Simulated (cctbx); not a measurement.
## X-rays or neutrons for the lightest atoms?

Cell a = 4.5680 Å, b = 4.5680 Å, c = 4.5680 Å, α = 90.00°, β = 90.00°, γ = 90.00°; space group Pm-3m (no. 221); content Pb3 Ti1 N1. The heavier atoms are placed; N is still missing.

The data are simulated with cctbx, not measured: Mo Kα, λ = 0.71073 Å, to d = 0.77 Å, 95 % of the full sphere, strongest reflection 40000 counts, noise from counting, a 4 % proportional error and a noise floor of 2 counts (s.d.); no absorption.

Refinement without N (map in e/Å³):

```text
Rint 0.032, 39 unique reflections to 0.77 A
cycle     R1     wR2    GooF  max shift (A)
   1  0.0372  0.0987   8.895   0.00000
   2  0.0237  0.0682   6.146   0.00000
final R1 0.0237 wR2 0.0682 GooF 6.146  parameters 2  data/parameter 19.5
atom        x        y        z      Ueq    occ   su(xyz)  su(Uiso or U11)
Pb1    0.50000  0.50000  0.00000   0.0191  1.000  0.00000  0.0006
Ti1    0.00000  0.00000  0.00000   0.0316  1.000  0.00000  0.0026
difference map: max 9.85 min -0.45 rms 0.47
Q1    0.5000  0.5000  0.5000    1    9.85  2.28 A from Pb1
Q2    0.0000  0.5000  0.5000    3    1.15  0.00 A from Pb1
Q3    0.2574  0.5000  0.5000    6    0.36  1.18 A from Pb1
Q4    0.0000  0.0000  0.2737    6    0.29  1.25 A from Ti1
Q5    0.2260  0.2260  0.5000   12    0.23  1.62 A from Pb1
Q6    0.0000  0.2607  0.2607   12    0.13  1.55 A from Pb1
```

The data are simulated with cctbx, not measured: neutrons of λ = 1.17 Å, to d = 0.8 Å, 95 % of the full sphere, strongest reflection 5000 counts, noise from counting, a 4 % proportional error and a noise floor of 2 counts (s.d.); no absorption.

Refinement without N (map in fm/Å³; only maxima are listed):

```text
Rint 0.039, 34 unique reflections to 0.81 A
cycle     R1     wR2    GooF  max shift (A)
   1  0.5047  0.7809  59.007   0.00000
   8  0.4234  0.6892  52.079   0.00000
final R1 0.5070 wR2 0.7551 GooF 57.055  parameters 2  data/parameter 17.0
atom        x        y        z      Ueq    occ   su(xyz)  su(Uiso or U11)
Pb1    0.50000  0.50000  0.00000   0.0038  1.000  0.00000  0.0138
Ti1    0.00000  0.00000  0.00000   0.0001  1.000  0.00000  0.0256
difference map: max 78.26 min -7.83 rms 4.29
Q1    0.5000  0.5000  0.5000    1   78.26  2.28 A from Pb1
Q2    0.0000  0.5000  0.5000    3   44.70  0.00 A from Pb1
Q3    0.2416  0.2416  0.2416    8    2.26  1.91 A from Ti1
Q4    0.0000  0.2861  0.2861   12    2.08  1.38 A from Pb1
Q5    0.2580  0.4236  0.4236   24    1.94  1.28 A from Pb1
Q6    0.0967  0.2523  0.5000   24    1.34  1.21 A from Pb1
Q7    0.3611  0.3611  0.3611    8    1.30  1.88 A from Pb1
Q8    0.0901  0.0901  0.3580   24    1.21  1.74 A from Ti1
```

**Question.** Where is N, and which data fix it better?

N sits at (1/2, 1/2, 1/2). Adding it takes R1 from 0.024 to 0.005 with X-rays and from 0.507 to 0.004 with neutrons. Symmetry fixes its coordinates; the s.u. of its U is 0.0018 Å² with X-rays and 0.0002 Å² with neutrons. In the X-ray map Q1 marks it. In the neutron map Q1 marks it.

Final neutron refinement:

```text
Rint 0.039, 34 unique reflections to 0.81 A
cycle     R1     wR2    GooF  max shift (A)
   1  0.1350  0.3385  25.990   0.00000
   2  0.0042  0.0115   0.883   0.00000
final R1 0.0042 wR2 0.0115 GooF 0.883  parameters 3  data/parameter 11.3
atom        x        y        z      Ueq    occ   su(xyz)  su(Uiso or U11)
Pb1    0.50000  0.50000  0.00000   0.0196  1.000  0.00000  0.0001
Ti1    0.00000  0.00000  0.00000   0.0321  1.000  0.00000  0.0003
N1     0.50000  0.50000  0.50000   0.0432  1.000  0.00000  0.0002
difference map: max 0.05 min -0.08 rms 0.02
Q1    0.3508  0.3508  0.5000   12    0.05  0.96 A from N1
Q2    0.0000  0.0000  0.5000    3    0.05  2.28 A from Pb1
Q3    0.2358  0.2358  0.2358    8    0.04  1.87 A from Ti1
Q4    0.1627  0.1627  0.5000   12    0.04  1.71 A from Pb1
Q5    0.0000  0.3750  0.3750   12    0.04  0.81 A from Pb1
Q6    0.5000  0.5000  0.5000    1    0.03  0.00 A from N1
```

This is a model crystal, built by substitution and not relaxed, with assumed displacement parameters.

[Middle refinement cycles are left out of these outputs.]

[Logs are printed without paths, hosts, clocks, repeated set-up lines and the standing remarks that a program may print on its own settings, such as how far it seeks lower states.]
